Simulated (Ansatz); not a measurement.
# KVF3 (Pm-3m): the cell at rest, part 2 of 2

Aim: bring KVF3 (Pm-3m) to small forces and stress, as phonons need.

Ansatz 0.2.0; DFT PBEsol, scalar-relativistic, plane waves, PAW; PAW set soft_1.

So far. Step 5 (The orders compared): The start carried on is the antiferromagnetic, q = (0.5, 0.5, 0.5) one. Step 6 (Probe on a coarse mesh): The coarse mesh shows a gap of 1.25 eV and a pressure of -2.1 GPa.

## Step 7: Bringing the structure to rest

Harmonic phonons are second derivatives at a point where the forces vanish, and they are wanted at zero stress, so atoms and cell are relaxed first.

input.yaml

```yaml
crystal:
  lattice:
    - [4.131, 4.131, 0.0]
    - [4.131, 0.0, 4.131]
    - [4.131, 0.0, -4.131]
  atoms:
    - { symbol: K, position: [0.0, 0.0, 0.0] }
    - { symbol: K, position: [0.0, 0.5, 0.5] }
    - { symbol: V, position: [0.5, 0.25, 0.75], spin: 2.37 }
    - { symbol: V, position: [0.5, 0.75, 0.25], spin: -2.37 }
    - { symbol: F, position: [0.5, 0.0, 0.0] }
    - { symbol: F, position: [0.5, 0.5, 0.5] }
    - { symbol: F, position: [0.5, 0.0, 0.5] }
    - { symbol: F, position: [0.5, 0.5, 0.0] }
    - { symbol: F, position: [0.0, 0.5, 0.0] }
    - { symbol: F, position: [0.0, 0.0, 0.5] }
kpoints:
  mp_grid: { grid: [8, 8, 8] }
hamiltonian:
  xc: pbesol
  pseudopotentials: { kind: paw, azcp: { folder: soft_1 }, xc_functional: pbe }
scf:
  occupations: { method: gaussian, width: 0.02 }
output:
  forces: true
  stress: true
  eigenvalues: true
  populations: true
  write_density: true
  write_potential: true
  elf: true
  volumetric_format: npy
magnetization:
  spin_polarized: true
relax:
  adjacent_minimum: "off"
  f_tol: 0.005
  max_steps: 80
  cell: { stress_tol: 0.05 }
```

The run is started by

```
ansatz run input.yaml --threads 4 --pin off --max-ram 10240MiB --backend cpu --events-out ev --progress --plain --runs-dir out
```

Numbers of over 12 decimals in the logs are rounded to 6 here.

Output:

```text
[...]
Crystal: 10 atoms, lattice volume = 140.992 Å³
Basis set: ecut = 420 eV, 2733 PW (Γ), exchange–correlation on 80×80×80 points (8 copies of the dense FFT grid, shifted against one another)
Bands: 56, of which v1, the nominal top of the filled ones, is band 43 counted from 1 (42 counted from 0)
Symmetry: 48 space group operations
[...]
k-points: 29 of 512
[...]
Starting moments: Σ|m| = 4.74 μB on 2 of 10 sites
[...]
SCF iter   1: F=—  HF=-13624.759406 eV  |F-HF|=—  |Δ(HF+E_count)|=         —  Δρ=1.16e-1 (↑1.16e-1 ↓1.16e-1)  dr2=6.22e1  dr2_m=1.34e0  M=0.000 μB ∫|m|=5.538 μB  β_m=0.30  ethr=3.10e-3  ⟨swp⟩=6.5  Hψ=6112  notcnv=0  defer=10
[...]
SCF iter  12: F=-13614.570438 eV  HF=-13614.570438 eV  |F-HF|=6.00e-10  |Δ(HF+E_count)|=   2.62e-8  Δρ=5.59e-7 (↑5.59e-7 ↓5.59e-7)  dr2=1.67e-9  dr2_m=4.22e-11  M=0.000 μB ∫|m|=5.868 μB  ethr=1.61e-11  ⟨swp⟩=13.0  Hψ=10105  notcnv=0
SCF 1 converged in 12 iterations: F = -13614.570438 eV  dr2 = 1.67e-9
[...]
relax step   1: F+E_penalty+E_count = -13614.57043827 eV  Δ(F+E_penalty+E_count) = +0.000e0 eV  max|allowed force component| = 1.177e-28 eV/Å  Δτ_max = 0.0000 Å  P = -2.144 GPa  Ω = 140.992 Å³  (12 SCF iters, dr2 threshold 1.00e-7 eV, accepted)
Crystal: 10 atoms, lattice volume = 138.460 Å³
[...]
Starting moments: Σ|m| = 4.74 μB on 2 of 10 sites; this step starts from the density that it was given
[...]
iter 1 solved again at ethr=5.58e-6 eV; its pass at ethr=3.10e-3 eV (dr2=4.80e-3 eV) is discarded
[...]
SCF iter   7: F=-13614.599694 eV  HF=-13614.599694 eV  |F-HF|=6.43e-9  |Δ(HF+E_count)|=   2.83e-7  Δρ=2.70e-6 (↑2.70e-6 ↓2.70e-6)  dr2=4.09e-8  dr2_m=5.50e-10  M=0.000 μB ∫|m|=5.848 μB  ethr=3.41e-10  ⟨swp⟩=5.4  Hψ=9013  notcnv=0
SCF 2 converged in 7 iterations: F = -13614.599694 eV  dr2 = 4.09e-8
relax step   2: F+E_penalty+E_count = -13614.59969368 eV  Δ(F+E_penalty+E_count) = -2.926e-2 eV  max|allowed force component| = 1.676e-28 eV/Å  Δτ_max = 0.0000 Å  P = -0.792 GPa  Ω = 138.460 Å³  energy of the carried Pulay correction = +5.891e-3 eV  (7 SCF iters, dr2 threshold 1.00e-6 eV, accepted)
Crystal: 10 atoms, lattice volume = 137.019 Å³
[...]
SCF iter   7: F=-13614.606534 eV  HF=-13614.606534 eV  |F-HF|=2.47e-9  |Δ(HF+E_count)|=   9.97e-8  Δρ=1.62e-6 (↑1.62e-6 ↓1.62e-6)  dr2=1.43e-8  dr2_m=1.95e-10  M=0.000 μB ∫|m|=5.836 μB  ethr=1.25e-10  ⟨swp⟩=5.1  Hψ=8272  notcnv=0
SCF 3 converged in 7 iterations: F = -13614.606534 eV  dr2 = 1.43e-8
relax step   3: F+E_penalty+E_count = -13614.60653437 eV  Δ(F+E_penalty+E_count) = -6.841e-3 eV  max|allowed force component| = 1.822e-28 eV/Å  Δτ_max = 0.0000 Å  P = +0.034 GPa  Ω = 137.019 Å³  energy of the carried Pulay correction = +9.292e-3 eV  (7 SCF iters, dr2 threshold 1.00e-6 eV, accepted)
[...]
relax step   4: F+E_penalty+E_count = -13614.59861576 eV  Δ(F+E_penalty+E_count) = +7.919e-3 eV  max|allowed force component| = 1.832e-28 eV/Å  Δτ_max = 0.0000 Å  P = -0.080 GPa  Ω = 137.019 Å³  stress off target by 7.98e-2 GPa  SCF on the basis re-selected at this cell (its energy is not comparable with the rows above)  (8 SCF iters)
[...]
relax step   5: F+E_penalty+E_count = -13614.59897099 eV  Δ(F+E_penalty+E_count) = -3.552e-4 eV  max|allowed force component| = 1.180e-28 eV/Å  Δτ_max = 0.0000 Å  P = -0.002 GPa  Ω = 136.885 Å³  energy of the carried Pulay correction = +3.212e-4 eV  (6 SCF iters, dr2 threshold 1.59e-8 eV, accepted)
[...]
SCF iter   1: F=—  HF=-13614.598770 eV  |F-HF|=—  |Δ(HF+E_count)|=         —  Δρ=2.36e-6 (↑2.36e-6 ↓2.36e-6)  dr2=5.43e-9  dr2_m=3.25e-11  M=0.000 μB ∫|m|=5.835 μB  β_m=0.65  ethr=1.43e-7  ⟨swp⟩=3.0  Hψ=9940  notcnv=0
eigensolver tolerance schedule: the retry pair's looser diagonalisation over-reported the residual by 22588.19 of it (diagonalisation noise at an unbounded share of the residual, at the tolerance the schedule requests for it); recorded, not acted on — ethr = c·dr2/N_el stays at c = 1.0e-1
[...]
SCF iter   2: F=—  HF=-13614.598773 eV  |F-HF|=—  |Δ(HF+E_count)|=   2.45e-6  Δρ=9.46e-7 (↑9.46e-7 ↓9.46e-7)  dr2=2.11e-9  dr2_m=6.96e-11  M=0.000 μB ∫|m|=5.835 μB  β_m=0.54  ethr=6.31e-12  ⟨swp⟩=3.0  Hψ=3788  notcnv=0
[...]
SCF iter   4: F=-13614.598773 eV  HF=-13614.598773 eV  |F-HF|=1.46e-11  |Δ(HF+E_count)|=  3.29e-10  Δρ=6.78e-8 (↑6.78e-8 ↓6.78e-8)  dr2=2.80e-11  dr2_m=1.27e-12  M=0.000 μB ∫|m|=5.835 μB  ethr=1.00e-12  ⟨swp⟩=3.4  Hψ=6664  notcnv=0
SCF 6 converged in 4 iterations: F = -13614.598773 eV  dr2 = 2.80e-11
relax step   6: F+E_penalty+E_count = -13614.59877284 eV  Δ(F+E_penalty+E_count) = +1.981e-4 eV  max|allowed force component| = 3.387e-28 eV/Å  Δτ_max = 0.0000 Å  P = -0.004 GPa  Ω = 136.885 Å³  stress off target by 4.02e-3 GPa  SCF on the basis re-selected at this cell (its energy is not comparable with the rows above)  (4 SCF iters)
[...]
SCF converged after 4 iterations
Magnetization: 0.0000 μB (43.0000 up, 43.0000 down)
Absolute magnetization: 5.8265 μB (∫|ρ↑−ρ↓|, with the PAW one-centre terms)
[...]
Per-site moments (μB) at R_I (Å): [(-1.301019547355121e-16, 1.193121), (1.3010195473551207e-16, 1.193121), (2.131767, 0.843664), (-2.131767, 0.843664), (-3.275021755244491e-17, 0.843664), (3.2750217552444995e-17, 0.843664), (-4.6865593626690584e-17, 0.843664), (5.412343023561096e-17, 0.843664), (-1.3481571302570898e-17, 0.843664), (1.3481571302570938e-17, 0.843664)]
Free energy (F): -13614.598773 eV
[...]
Internal energy: -13614.598773 eV  (E = F + TS)
E sigma→0 (E₀):  -13614.598773 eV
Fermi energy:    9.658558 eV
[...]
--- Stress (GPa, compression-positive) ---
       -0.004025       0.000000       0.000000
        0.000000      -0.004025      -0.000000
        0.000000      -0.000000      -0.004025
  P = ⅓ Tr σ = -0.0040 GPa (-0.040 kbar)
--- Band table (eV; the first three rows and the last of 58) ---
  k-point 0 ↑: bands = [... 39 lower, 3.0986, 8.7545, 8.7545, 8.7545, 10.2964, 10.6409, 10.6409, 11.7358, ... 9 higher]
  k-point 1 ↑: bands = [... 39 lower, 3.0757, 8.7829, 8.7845, 8.7845, 10.4910, 10.7074, 10.7074, 11.7032, ... 9 higher]
  k-point 2 ↑: bands = [... 39 lower, 3.0114, 8.8494, 8.8559, 8.8559, 10.8839, 10.8839, 11.0220, 11.6526, ... 9 higher]
  k-point 28 ↓: bands = [... 39 lower, 2.8450, 8.9381, 8.9381, 9.0197, 10.7812, 10.9601, 11.6992, 11.6992, ... 9 higher]
--- Relaxed structure (4 steps of the walk, 4 accepted, 2 SCFs on fresh bases) ---
  F+E_penalty+E_count = -13614.59877284 eV   max|allowed force component| = 3.387e-28 eV/Å   (the final SCF, on the basis selected at the relaxed cell)
  cell:  # Å, volume = 136.8851 Å³
    - [4.090490, 4.090490, 0]
    - [4.090490, 0, 4.090490]
    - [4.090490, 0, -4.090490]
  atoms:
    - { symbol: K, position: [0, 0, 0] }
    - { symbol: K, position: [0, 0.5, 0.5] }
    - { symbol: V, position: [0.500000, 0.250000, 0.750000] }
    - { symbol: V, position: [0.500000, 0.750000, 0.25] }
    - { symbol: F, position: [0.500000, 0, 0] }
    - { symbol: F, position: [0.500000, 0.5, 0.5] }
    - { symbol: F, position: [0.500000, 0.0, 0.500000] }
    - { symbol: F, position: [0.500000, 0.5, 0.0] }
    - { symbol: F, position: [0, 0.500000, 0.0] }
    - { symbol: F, position: [0, 0.0, 0.5] }
--- Löwdin populations: 10 sites ---
  site symbol       q [e]    m [muB]
     0      K      8.1659    -0.0000
     1      K      8.1659    -0.0000
     2      V     11.8951     2.8399
     3      V     11.8951    -2.8399
     4      F      7.5952    -0.0000
     5      F      7.5952    -0.0000
     6      F      7.5952    -0.0000
     7      F      7.5952    -0.0000
     8      F      7.5952    -0.0000
     9      F      7.5952    -0.0000
  spilling = 0.003569 (of n_electrons = 86.000000)
```

Elapsed: 35 s, on 4 threads of Arm Neoverse V1, shared host; peak memory 0.73 GiB.

Relaxation path:

| step | energy less that of the first step (eV) | largest force component (eV/Å) | pressure (GPa) | volume (Å³) |
| --- | --- | --- | --- | --- |
| 1 | 0.0000 | 0.0000 | -2.14 | 140.99 |
| 2 | -0.0293 | 0.0000 | -0.79 | 138.46 |
| 3 | -0.0361 | 0.0000 | 0.03 | 137.02 |
| 4* | -0.0282 | 0.0000 | -0.08 | 137.02 |
| 5 | -0.0285 | 0.0000 | 0.00 | 136.89 |
| 6* | -0.0283 | 0.0000 | 0.00 | 136.89 |

Relaxation steps marked * repeat the geometry before them on a plane-wave basis chosen anew for their cell, so energy and pressure can jump there.

Forces are held to the 48 operations that the run works with; a distortion that breaks them can't arise in this run.

```csv
cell as run,before,after,change
a (Å),5.842,5.785,-1.0 %
b (Å),5.842,5.785,-1.0 %
c (Å),5.842,5.785,-1.0 %
volume (Å³/atom),14.10,13.69,-2.9 %
```

This step gave:

* absolute magnetization: 5.826 μB
* pressure: -0.004025 GPa
* gap on the k-mesh: 1.277 eV
* volume per atom: 13.69 Å³
* gap by spin: 1.277, 1.277 eV
* direct gap on mesh: 1.542 eV

Spin density in the bc plane at fractional x = 0.500, with atoms of V and F within 0.2 Å of it.

Ten even steps from '0' (-2.6 e/Å³) to '9' (2.6 e/Å³), each cell a mean:
```
4455555445544454
4555555544544544
5556755554455445
5568975555544455
5557865555445455
5555655544554544
4455555444544554
4455554445544455
5445554455444445
5545544554444444
4554445444432444
4445454444310244
4454454444421344
5544545544443444
5445544555444445
4445554455444455
```
Columns run along b (5.8 Å), rows up along c (5.8 Å). Atoms in or near the plane, at fractional coordinates: V at (0.25, 0.75), V at (0.75, 0.25), F at (0.00, 0.00), F at (0.50, 0.50), F at (0.00, 0.50), F at (0.50, 0.00).

ELF in the bc plane at fractional x = 0.500, with atoms of V and F within 0.2 Å of it. It is the smooth field of the valence electrons, not physical close to the nuclei.

Values, 16 rows by 16 columns, each cell a mean:
```
0.69 0.77 0.48 0.11 0.10 0.22 0.68 0.73 0.70 0.79 0.64 0.16 0.06 0.37 0.75 0.75
0.74 0.54 0.16 0.25 0.41 0.15 0.32 0.66 0.75 0.71 0.46 0.09 0.04 0.25 0.60 0.75
0.32 0.15 0.23 0.54 0.66 0.39 0.16 0.24 0.37 0.33 0.16 0.03 0.01 0.08 0.25 0.37
0.07 0.19 0.54 0.69 0.70 0.65 0.38 0.11 0.07 0.05 0.02 0.01 0.01 0.01 0.04 0.06
0.15 0.15 0.40 0.62 0.70 0.56 0.25 0.11 0.16 0.14 0.06 0.01 0.01 0.03 0.09 0.16
0.61 0.33 0.13 0.39 0.57 0.21 0.15 0.49 0.64 0.59 0.34 0.06 0.02 0.16 0.46 0.64
0.76 0.72 0.34 0.15 0.19 0.13 0.57 0.77 0.76 0.78 0.59 0.14 0.05 0.33 0.71 0.79
0.58 0.76 0.59 0.16 0.07 0.32 0.75 0.69 0.60 0.76 0.64 0.16 0.07 0.37 0.75 0.70
0.69 0.79 0.62 0.18 0.05 0.37 0.75 0.74 0.69 0.77 0.49 0.11 0.11 0.24 0.66 0.73
0.76 0.72 0.46 0.11 0.03 0.25 0.62 0.75 0.75 0.57 0.15 0.25 0.38 0.16 0.32 0.68
0.37 0.32 0.15 0.03 0.01 0.08 0.25 0.37 0.32 0.13 0.21 0.56 0.65 0.39 0.15 0.22
0.06 0.04 0.02 0.01 0.00 0.01 0.03 0.05 0.07 0.19 0.57 0.70 0.70 0.66 0.41 0.10
0.18 0.16 0.07 0.02 0.01 0.03 0.11 0.18 0.16 0.15 0.39 0.62 0.69 0.54 0.25 0.11
0.63 0.57 0.33 0.07 0.02 0.15 0.46 0.62 0.59 0.34 0.13 0.40 0.54 0.23 0.16 0.48
0.76 0.78 0.57 0.16 0.04 0.32 0.72 0.79 0.76 0.72 0.33 0.15 0.19 0.15 0.54 0.77
0.58 0.76 0.63 0.18 0.06 0.37 0.76 0.69 0.58 0.76 0.61 0.15 0.07 0.32 0.74 0.69
```
Columns run along b (5.8 Å), rows up along c (5.8 Å). Atoms in or near the plane, at fractional coordinates: V at (0.25, 0.75), V at (0.75, 0.25), F at (0.00, 0.00), F at (0.50, 0.50), F at (0.00, 0.50), F at (0.50, 0.00).

Electrostatic potential energy in the bc plane at fractional x = 0.500, with atoms of V and F within 0.2 Å of it. With pseudopotentials it is smooth inside the atoms' cores, unlike the true potential.

Ten even steps from '0' (-37 eV) to '9' (11 eV), each cell a mean:
```
0388886103999971
5775457668999997
9831126899999999
9721114899999999
9721115899999999
8852237889999999
2587787325999983
0289995002899960
0399996103888861
5899999657754676
9999999998311258
9999999997211148
9999999997211158
8999999988522378
2599998325877873
0289995002899950
```
Columns run along b (5.8 Å; values clipped at the 3rd and 97th percentile), rows up along c (5.8 Å). Atoms in or near the plane, at fractional coordinates: V at (0.25, 0.75), V at (0.75, 0.25), F at (0.00, 0.00), F at (0.50, 0.50), F at (0.00, 0.50), F at (0.50, 0.00).

In this step the volume went from 14.10 to 13.69 Å³/atom.

## Step 8: Relaxing to small forces for the phonons

Phonons need a cell at rest on their own settings, so the relaxation is repeated with tight tolerances on forces and stress, using the mesh and the filling of the phonon run that follows.

input.yaml, the sections that differ from step 7:

```yaml
crystal:
  lattice:
    - [4.0904904254, 4.0904904254, 0.0]
    - [4.0904904254, 0.0, 4.0904904254]
    - [4.0904904254, 0.0, -4.0904904254]
  atoms:
    - { symbol: K, position: [0.0, 0.0, 0.0] }
    - { symbol: K, position: [0.0, 0.5, 0.5] }
    - { symbol: V, position: [0.5, 0.25, 0.75], spin: 2.34 }
    - { symbol: V, position: [0.5, 0.75, 0.25], spin: -2.34 }
    - { symbol: F, position: [0.5, 0.0, 0.0] }
    - { symbol: F, position: [0.5, 0.5, 0.5] }
    - { symbol: F, position: [0.5, 0.0, 0.5] }
    - { symbol: F, position: [0.5, 0.5, 0.0] }
    - { symbol: F, position: [0.0, 0.5, 0.0] }
    - { symbol: F, position: [0.0, 0.0, 0.5] }
output:
  forces: true
  stress: true
  eigenvalues: true
  populations: true
relax:
  adjacent_minimum: "off"
  f_tol: 0.001
  max_steps: 60
  cell: { stress_tol: 0.01 }
# kpoints, hamiltonian, scf, magnetization: as in step 7
```

Output:

```text
[...]
Crystal: 10 atoms, lattice volume = 136.885 Å³
Basis set: ecut = 420 eV, 2685 PW (Γ), exchange–correlation on 80×80×80 points (8 copies of the dense FFT grid, shifted against one another)
Bands: 56, of which v1, the nominal top of the filled ones, is band 43 counted from 1 (42 counted from 0)
Symmetry: 48 space group operations
[...]
site symbol       q [e]    m [muB]
     0      K      8.1659    -0.0000
     1      K      8.1659    -0.0000
     2      V     11.8951     2.8399
     3      V     11.8951    -2.8399
     4      F      7.5952     0.0000
     5      F      7.5952     0.0000
     6      F      7.5952     0.0000
     7      F      7.5952     0.0000
     8      F      7.5952     0.0000
     9      F      7.5952     0.0000
  spilling = 0.003569 (of n_electrons = 86.000000)
[key lines of the parts left out:]
SCF converged after 6 iterations
Magnetization: 0.0000 μB (43.0000 up, 43.0000 down)
Free energy (F): -13614.598773 eV
Fermi energy:    9.658562 eV
P = ⅓ Tr σ = -0.0040 GPa (-0.040 kbar)
```

Wall time 14 s (4 threads); peak memory 0.71 GiB; 52 s of CPU time.

Little changed from the start: no atom moved by 0.005 Å and no cell edge by 0.1 %.

This step gave:

```
pressure : -0.004026 GPa
```

The forces vanish by symmetry and the pressure is -0.004 GPa, within the tolerances set. The cell now holds 13.69 Å³/atom.

## Step 9: Summary of results

```json
{"space group after relaxation (within 0.01 Å)": "Pm-3m", "lattice constant a": "4.090 Å", "lattice constant b": "4.090 Å", "lattice constant c": "4.090 Å", "volume per atom": "13.7 Å³", "gap on the k-mesh": "1.28 eV"}
```

In words: The forces vanish by symmetry and the pressure is -0.004 GPa, within the tolerances set. The cell now holds 13.69 Å³/atom. The relaxation keeps the symmetry of its start, so it says nothing on stability against lower symmetry. The magnetic order is imposed (antiferromagnetic, q = (0.5, 0.5, 0.5), in the reciprocal basis of the primitive cell) and the runs use its cell of 10 atoms, a multiple of the chemical cell, so that Γ here also holds zone-boundary modes of the chemical cell; it can lower the symmetry of the database entry. The magnetic state is the one that the run reached from its starting moments; a lower one was not ruled out. The PAW files were made for PBE and serve the other functionals too.

[Logs are printed without paths, hosts, clocks, repeated set-up lines and the standing remarks that a program may print on its own settings, such as how far it seeks lower states.]

[Hosts, paths, dates, database ids (printed as entryN), source tags and the programs' standing remarks are cut or masked in the printed files.]
